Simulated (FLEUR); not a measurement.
Computed results, one entry a study.

```
! title: MnS (Browneite): which magnetic order is lowest
! method: PBEsol; all-electron FLAPW, Dirac cores, scalar-relativistic bands
! program: FLEUR MaX-R8.1
! settings of one run: kmax 4.26 1/bohr, gmax 12.8 1/bohr, muffin tin radii Mn: 2.7, S: 1.76 bohr, lmax Mn: [10, 8], S: [6, 4], hist occupations, smearing width 0.08 eV, mixer Anderson, mixing 0.05, max iterations 130, stop 2.00e-5 me/bohr³, collinear spin, 6×3×6 k-mesh, mesh matched on, starting moments 4.5 -4.5 0 0 μB
! cost: 4 runs, 18 min in all on 4 MPI ranks of Intel Xeon at 2.50GHz (Skylake/Cascade Lake), shared host (the runs of this entry)
! notes: Only 4 starts were tried; other patterns of signs, canted and longer-period orders were not.
! lowest state found: antiferromagnetic (initial antiferro q=(0,1/2,1/2) +-)
! largest site spin moment: 4.24 μB
! next finished state: antiferromagnetic, 65.8 meV a seeded atom higher
! energy gained by spin polarisation: 1782 meV a seeded atom
CELL_PARAMETERS angstrom
0.00000 2.80000 2.80000
5.60000 0.00000 5.60000
5.60000 2.80000 2.80000
ATOMIC_POSITIONS crystal
Mn 0.00000 0.00000 0.00000
Mn 0.00000 0.50000 0.00000
S 0.25000 0.00000 0.25000
S 0.25000 0.50000 0.25000
```

[Logs and program files are shortened in this print: banners, set-up blocks, solver, clock and traceback lines can be left out without a mark of their own.]

[Logs are printed without paths, hosts, clocks, repeated set-up lines and the standing remarks that a program may print on its own settings, such as how far it seeks lower states.]

[Hosts, paths, dates, database ids (printed as entryN), source tags and the programs' standing remarks are cut or masked in the printed files.]

[Where a cell is said to come from a database of computed structures, the database is the Materials Project.]
